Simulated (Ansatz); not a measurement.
**Work function of Cd(0001): what the settings cost and change**

Aim: the work function of Cd(0001) across levels of theory at one geometry.

Method: plane-wave DFT, PBE, Ansatz PAW, in the first sound run; inputs show where later runs differ, in Ansatz 0.2.0.

Most raw output is cut from this account.

### Step 1. The structure

The cell holds 7 atoms: 7 Cd. Cell: a = 2.980 Å, b = 2.980 Å, c = 34.861 Å, α = 90.0°, β = 90.0°, γ = 60.0°. Vacuum lies along c.

### Step 2. Run, setting PBE, Ansatz PAW (420 eV)

A work function rests on the faint tail of the density, so the SCF threshold is tight. PBE on the default files comes first; the next runs keep the geometry and change functional or files, each at the cutoff that its files recommend; a relaxation and, for heavy metals, spin-orbit coupling close the ladder.

input.yaml

```yaml
crystal:
  lattice:
    - [2.98, 0.0, 0.0]
    - [1.49, 2.5807557033, 0.0]
    - [0.0, 0.0, 34.86084]
  atoms:
    - { symbol: Cd, position: [0.0, 0.0, 0.2581693384] }
    - { symbol: Cd, position: [0.6666666667, 0.6666666667, 0.338779559] }
    - { symbol: Cd, position: [0.0, 0.0, 0.4193897795] }
    - { symbol: Cd, position: [0.6666666667, 0.6666666667, 0.5] }
    - { symbol: Cd, position: [0.0, 0.0, 0.5806102205] }
    - { symbol: Cd, position: [0.6666666667, 0.6666666667, 0.661220441] }
    - { symbol: Cd, position: [0.0, 0.0, 0.7418306616] }
kpoints:
  mp_grid: { grid: [16, 16, 1] }
hamiltonian:
  xc: pbe
scf:
  occupations: { method: fermi_dirac, width: 0.1 }
  convergence: { dr2_threshold: 1.0e-09 }
efield:
  axis: 3
  dipole_correction: true
  ramp_position: 0.97
  ramp_width: 0.06
output:
  write_potential: true
  write_density: true
  volumetric_format: npy
  elf: true
```

Command:

```sh
$ ansatz run input.yaml --threads 4 --pin off --max-ram 6144MiB --backend cpu --events-out ev --progress --plain --runs-dir out
```

The job ended after 27 s (4 threads of Intel Xeon 6975P-C (Granite Rapids), shared host; peak memory 1.2 GiB).

This step gave:

```yaml
energy_at_zero_smearing: -57780.9212 eV
work_function_upper_face: 3.877 eV
```

Running mean over 2.81 Å of the planar mean; the ramp of the sawtooth is left out. The electron's electrostatic potential energy less the Fermi level by z:

```
z (Å)  electron's electrostatic potential energy less the Fermi level (eV)
    4                                                                 3.88
    5                                                                 3.87
    6                                                                 3.75
    7                                                                 2.30
    8                                                                -2.48
    9                                                                -4.58
   10                                                                -4.72
   11                                                                -4.75
   12                                                                -4.74
   13                                                                -4.75
   14                                                                -4.76
   15                                                                -4.77
   16                                                                -4.78
   17                                                                -4.79
   18                                                                -4.78
   19                                                                -4.78
   20                                                                -4.77
   21                                                                -4.76
   22                                                                -4.75
   23                                                                -4.74
   24                                                                -4.75
   25                                                                -4.72
   26                                                                -4.51
   27                                                                -1.84
   28                                                                 2.74
   29                                                                 3.78
   30                                                                 3.87
   31                                                                 3.88
```

Valence density in the ca plane at fractional y = 0.000, with atoms of Cd within 0.2 Å of it. It is the smooth field of the valence electrons, not physical close to the nuclei.

Values in e/Å³, 5 rows by 16 columns, each cell a mean:
```
 6  0  0  0  1 10  2  0  0  0  3  9  0  0  0  0
 0  0  0  0  0  1  0  0  1  0  0  1  0  0  0  0
 0  0  1  0  0  0  0  0  1  0  0  0  0  0  0  0
 1  0  0  0  0  2  0  0  0  0  1  2  0  0  0  0
 9  0  0  0  1 15  3  0  0  0  4 14  0  0  0  0
```
Columns run along c (16.0 Å, from fractional 0.43 to 0.89 of the cell), rows up along a (3.0 Å). Atoms in or near the plane, at fractional coordinates: Cd at (0.58, 0.00), Cd at (0.74, 0.00).

ELF in the ca plane at fractional y = 0.000, with atoms of Cd within 0.2 Å of it. It is the smooth field of the valence electrons, not physical close to the nuclei.

Ten even steps from '0' (0.00) to '9' (0.87), each cell a mean:
```
85312333332224786422233333213588532210000000
43212222222123454222222222212355322210000000
22222222222122222222222222212222222210000000
22221223322122222222223322222222232210000000
22222223222122222222223322212222222210000000
32212222222122333222222222212233222210000000
64212222222223565322222222212466422210000000
96322333332124797422233333213699632210000000
```
Columns run along c (16.0 Å, from fractional 0.43 to 0.89 of the cell), rows up along a (3.0 Å). Atoms in or near the plane, at fractional coordinates: Cd at (0.58, 0.00), Cd at (0.74, 0.00).

Electrostatic potential energy in the ca plane at fractional y = 0.000, with atoms of Cd within 0.2 Å of it. With pseudopotentials it is smooth inside the atoms' cores, unlike the true potential.

Ten even steps from '0' (-23 eV) to '9' (10 eV), each cell a mean:
```
01589998899862000278998899984100158999999999
13789887889985212589987788986311378999999999
67899865578988656899875568998766789999999999
88998753468999888999864357999888899999999999
78999754478998777899874458999877899999999999
35899876788986434689887678997533589999999999
02589988899973101379998889985200258999999999
01489999999862000268999999984000048999999999
```
Columns run along c (16.0 Å, from fractional 0.43 to 0.89 of the cell; values clipped at the 3rd and 97th percentile), rows up along a (3.0 Å). Atoms in or near the plane, at fractional coordinates: Cd at (0.58, 0.00), Cd at (0.74, 0.00).

The work function is 3.877 eV.

### Step 3. Slab

This step: plane-wave DFT, LDA, Ansatz PAW (Ansatz 0.2.0).

Changes to input.yaml since step 2:

```diff
@@ -16,3 +16,3 @@
 hamiltonian:
-  xc: pbe
+  xc: lda
 scf:
@@ -29,2 +29 @@
   volumetric_format: npy
-  elf: true
```

It took 29 s on 4 threads; peak memory 1.2 GiB; 98 s of CPU time.

The work function is 4.215 eV, +0.338 eV from the run “PBE, Ansatz PAW (420 eV)”, at 1.1 times its CPU time.

### Step 4. Run

This step: plane-wave DFT, PBEsol, Ansatz PAW (Ansatz 0.2.0).

Changes to input.yaml since step 3:

```diff
@@ -16,3 +16,3 @@
 hamiltonian:
-  xc: lda
+  xc: pbesol
 scf:
```

Run time: 28 s. Hardware: 4 threads; peak memory 1.2 GiB; 94 s of CPU time.

The work function is 3.992 eV, +0.115 eV from the run “PBE, Ansatz PAW (420 eV)”, at 1.1 times its CPU time.

### Step 5. Run

This step: plane-wave DFT, RPBE, Ansatz PAW (Ansatz 0.2.0).

Changes to input.yaml since step 4:

```diff
@@ -16,3 +16,3 @@
 hamiltonian:
-  xc: pbesol
+  xc: rpbe
 scf:
```

Elapsed: 30 s, on 4 threads; peak memory 1.2 GiB; 1.7 min of CPU time.

The work function is 3.717 eV, -0.160 eV from the run “PBE, Ansatz PAW (420 eV)”, at 1.1 times its CPU time.

### Step 6. Slab

This step: plane-wave DFT, r2SCAN, Ansatz PAW (Ansatz 0.2.0).

Changes to input.yaml since step 5:

```diff
@@ -16,3 +16,3 @@
 hamiltonian:
-  xc: rpbe
+  xc: r2scan
 scf:
```

Run time: 61 s. Hardware: 4 threads; peak memory 1.9 GiB; 3.3 min of CPU time.

The work function is 3.905 eV, +0.028 eV from the run “PBE, Ansatz PAW (420 eV)”, at 2.3 times its CPU time.

### Step 7. Slab

This step: plane-wave DFT, PBE, JTH PAW (Ansatz 0.2.0).

Changes to input.yaml since step 6:

```diff
@@ -16,3 +16,4 @@
 hamiltonian:
-  xc: r2scan
+  xc: pbe
+  pseudopotentials: { kind: paw, source: jth }
 scf:
```

Wall time 0.04 s (4 threads); peak memory 0.09 GiB.

The program refused the input before any cycle.

The program's message: “Error: no pseudopotential record for Cd at <dir> Nothing was run.”

### Step 8. Slab

This step: plane-wave DFT, PBE, norm-conserving (Ansatz 0.2.0).

Changes to input.yaml since step 7:

```diff
@@ -17,3 +17,3 @@
   xc: pbe
-  pseudopotentials: { kind: paw, source: jth }
+  pseudopotentials: { kind: nc }
 scf:
```

Wall time 1.8 min (4 threads); peak memory 3.5 GiB.

The work function is 3.876 eV, -0.001 eV from the run “PBE, Ansatz PAW (420 eV)”, at 4.5 times its CPU time.

### Step 9. Slab

This step: plane-wave DFT, LDA, norm-conserving (Ansatz 0.2.0).

Changes to input.yaml since step 8:

```diff
@@ -16,3 +16,3 @@
 hamiltonian:
-  xc: pbe
+  xc: lda
   pseudopotentials: { kind: nc }
```

The job ended after 2.8 min (4 threads; peak memory 4.9 GiB).

The work function is 4.217 eV, +0.339 eV from the run “PBE, Ansatz PAW (420 eV)”, at 7.3 times its CPU time.

### Step 10. Run, setting PBE, all layers relaxed

This step: plane-wave DFT, PBE, Ansatz PAW (Ansatz 0.2.0).

Changes to input.yaml since step 9:

```diff
@@ -16,4 +16,3 @@
 hamiltonian:
-  xc: lda
-  pseudopotentials: { kind: nc }
+  xc: pbe
 scf:
@@ -26,2 +25,5 @@
   ramp_width: 0.06
+relax:
+  f_tol: 0.01
+  max_steps: 40
 output:
```

Elapsed: 47 s, on 4 threads; peak memory 1.1 GiB; 3 min of CPU time.

The relaxation took 3 steps and lowered the energy by 0.028 eV; the largest force on the free atoms ends at 0.0067 eV/Å.

The work function is 3.806 eV, -0.071 eV from the run “PBE, Ansatz PAW (420 eV)”, at 2.0 times its CPU time.

### Step 11. Run

This step: plane-wave DFT, PBE, fully relativistic PAW with spin-orbit coupling (Ansatz 0.2.0).

Changes to input.yaml since step 10:

```diff
@@ -17,2 +17,3 @@
   xc: pbe
+  pseudopotentials: { kind: paw_fr }
 scf:
@@ -25,5 +26,5 @@
   ramp_width: 0.06
-relax:
-  f_tol: 0.01
-  max_steps: 40
+magnetization:
+  noncollinear: true
+  spin_orbit: true
 output:
```

Elapsed: 3.3 min, on 4 threads; peak memory 4.4 GiB; 13 min of CPU time.

The work function is 3.883 eV, +0.006 eV from the run “PBE, Ansatz PAW (420 eV)”, at 8.8 times its CPU time.

### Step 12. The series together

Times are for 4 threads of Intel Xeon 6975P-C (Granite Rapids), shared host. The runs compared:

| no. | setting | work function, upper face (eV) | time | memory (GiB) |
| --- | --- | --- | --- | --- |
| 1 | PBE, Ansatz PAW (420 eV) | 3.877 | 27 s | 1.2 |
| 2 | LDA, Ansatz PAW (420 eV) | 4.215 | 29 s | 1.2 |
| 3 | PBEsol, Ansatz PAW (420 eV) | 3.992 | 28 s | 1.2 |
| 4 | RPBE, Ansatz PAW (420 eV) | 3.717 | 30 s | 1.2 |
| 5 | r2SCAN, Ansatz PAW (500 eV) | 3.905 | 61 s | 1.9 |
| 6 | PBE, norm-conserving (1071 eV) | 3.876 | 1.8 min | 3.5 |
| 7 | LDA, norm-conserving (1388 eV) | 4.217 | 2.8 min | 4.9 |
| 8 | PBE, all layers relaxed | 3.806 | 47 s | 1.1 |
| 9 | PBE with spin-orbit coupling (420 eV) | 3.883 | 3.3 min | 4.4 |

### Step 13. The same run with other settings

This step: plane-wave DFT, PBE, Ansatz PAW (Ansatz 0.2.0).

An input spoilt on purpose, to show how the run answers: it repeats the earlier run “PBE, Ansatz PAW (420 eV)” with crystal.atoms[0].spin to 2.0, and scf.max_iter set to 60; its output block differs too.

input.yaml, the sections that differ from step 11:

```yaml
crystal:
  lattice:
    - [2.98, 0.0, 0.0]
    - [1.49, 2.5807557033, 0.0]
    - [0.0, 0.0, 34.86084]
  atoms:
    - { symbol: Cd, position: [0.0, 0.0, 0.2581693384], spin: 2.0 }
    - { symbol: Cd, position: [0.6666666667, 0.6666666667, 0.338779559] }
    - { symbol: Cd, position: [0.0, 0.0, 0.4193897795] }
    - { symbol: Cd, position: [0.6666666667, 0.6666666667, 0.5] }
    - { symbol: Cd, position: [0.0, 0.0, 0.5806102205] }
    - { symbol: Cd, position: [0.6666666667, 0.6666666667, 0.661220441] }
    - { symbol: Cd, position: [0.0, 0.0, 0.7418306616] }
hamiltonian:
  xc: pbe
scf:
  occupations: { method: fermi_dirac, width: 0.1 }
  convergence: { dr2_threshold: 1.0e-09 }
  max_iter: 60
# kpoints, efield, output: as in step 11
# magnetization: removed
```

Wall time 0.02 s (4 threads); peak memory 0.07 GiB.

The input was rejected at the start.

The program's message: “Error: inconsistent input (magnetization.spin_polarized): false but per-atom `spin:`, `per_species`, `initial_magnetization`, `magnetic_field`, or `spin_locking` is set”

The fault put into the input: a moment without spin polarisation.

### Step 14. Summary of results

```
work function, PBE, Ansatz PAW (420 eV)              : 3.877 eV
work function, LDA, Ansatz PAW (420 eV)              : 4.215 eV
work function, RPBE, Ansatz PAW (420 eV)             : 3.717 eV
work function, r2SCAN, Ansatz PAW (500 eV)           : 3.905 eV
work function, LDA, norm-conserving (1388 eV)        : 4.217 eV
work function, PBE, all layers relaxed               : 3.806 eV
work function, PBE with spin-orbit coupling (420 eV) : 3.883 eV
```

What this shows: PBE on the default files gives 3.88 eV, and the settings tried spread the value from 3.72 to 4.22 eV. At one geometry LDA lies 0.34 eV above PBE. The choice of pseudopotentials moves the PBE value by 0.001 eV. Relaxing the layers changes it by -0.071 eV. Spin-orbit coupling, on the fully relativistic files, changes it by +0.01 eV. The ladder's slabs use the tabulated experimental lattice constant (two decimals; a low-temperature value for the alkali metals).

[Logs are printed without paths, hosts, clocks, repeated set-up lines and the standing remarks that a program may print on its own settings, such as how far it seeks lower states.]

[Hosts, paths, dates, database ids (printed as entryN), source tags and the programs' standing remarks are cut or masked in the printed files.]

[Maps of the electrostatic potential energy from Ansatz leave out the sawtooth potential of an applied field or a dipole correction, so their vacuum need not be flat; planar profiles and work functions include it.]
